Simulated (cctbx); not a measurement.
**Reading a Patterson map**

Space group P2_1/c (no. 14), a = 8.1260 Å, b = 7.1910 Å, c = 7.4070 Å, α = 90.00°, β = 114.46°, γ = 90.00°, content Br8 Sc2 Li4.

Simulated single-crystal data (cctbx): synchrotron X-rays, λ = 0.6889 Å, to d = 0.77 Å, 70 % of the full sphere, strongest reflection 70000 counts, noise from counting, a 2 % proportional error and a noise floor of 15 counts (s.d.); no absorption.

Patterson synthesis, origin scaled to 1000:

```text
Patterson group P 1 2/m 1
      u       v       w   height  length (A)
  0.000   0.000   0.000   1000.0     0.00
  0.500   0.000   0.000    668.0     4.06
  0.227   0.500   0.047    461.3     3.99
  0.000   0.202   0.500    442.3     3.98
  0.275   0.500   0.949    347.2     4.33
  0.500   0.202   0.500    336.3     4.46
  0.228   0.298   0.547    232.3     4.94
  0.276   0.297   0.448    159.8     3.80
  0.119   0.342   0.221    106.6     2.89
  0.352   0.356   0.779    103.4     4.62
  0.122   0.153   0.726    101.8     2.83
  0.348   0.142   0.274    101.6     2.90
  0.000   0.500   0.500     35.0     5.16
  0.004   0.000   0.152     17.8     1.11
```

Q: Assign the vectors.

A peak at u stands for all pairs with xi − xj = u, with weight Σ ZiZj against Σ Z² = 10718 at the origin. Peak heights follow these weights only roughly, since form factors, motion and series ripples differ, all vectors within 0.55 Å of a peak are counted as merged into it though the farther ones add only part of their weight, and F(000) is left out, which lowers the whole map:

| u | v | w | shortest length (Å) | height | 1000 ΣZiZj/ΣZ² | pairs in the cell |
| --- | --- | --- | --- | --- | --- | --- |
| 0.500 | 0.000 | 0.000 | 4.06 | 668 | 914 | 8 × Br–Br |
| 0.227 | 0.500 | 0.047 | 3.99 | 461 | 457 | 4 × Br–Br |
| 0.000 | 0.202 | 0.500 | 3.98 | 442 | 457 | 4 × Br–Br |
| 0.275 | 0.500 | 0.949 | 4.33 | 347 | 457 | 4 × Br–Br |
| 0.500 | 0.202 | 0.500 | 4.46 | 336 | 457 | 4 × Br–Br |
| 0.228 | 0.298 | 0.547 | 4.27 | 232 | 229 | 2 × Br–Br |
| 0.276 | 0.297 | 0.448 | 3.80 | 160 | 229 | 2 × Br–Br |
| 0.119 | 0.342 | 0.221 | 2.89 | 107 | 137 | 2 × Br–Sc |
| 0.352 | 0.356 | 0.779 | 4.61 | 103 | 137 | 2 × Br–Sc |
| 0.122 | 0.153 | 0.726 | 2.82 | 102 | 137 | 2 × Br–Sc |

The table stops at ten peaks or at a height of 45, below which ripples compete. In the model behind the data Br, the heaviest element, has 2 independent sites: (0.8785, 0.3460, 0.2740) and (0.3491, 0.1430, 0.7757), up to an allowed shift of origin; the Br–Br vectors are differences of these positions and their symmetry mates. The whole model:

| atom | mult. | x | y | z | Ueq (Å²) |
| --- | --- | --- | --- | --- | --- |
| Br1 | 4 | 0.8785 | 0.3460 | 0.2740 | 0.0124 |
| Br2 | 4 | 0.3491 | 0.1430 | 0.7757 | 0.0119 |
| Sc1 | 2 | 0 | 0 | 1/2 | 0.0150 |
| Li1 | 4 | 0.6503 | 0.9680 | 0.8737 | 0.0193 |

This is a model crystal, built by substitution and not relaxed, with assumed displacement parameters.

[Logs are printed without paths, hosts, clocks, repeated set-up lines and the standing remarks that a program may print on its own settings, such as how far it seeks lower states.]
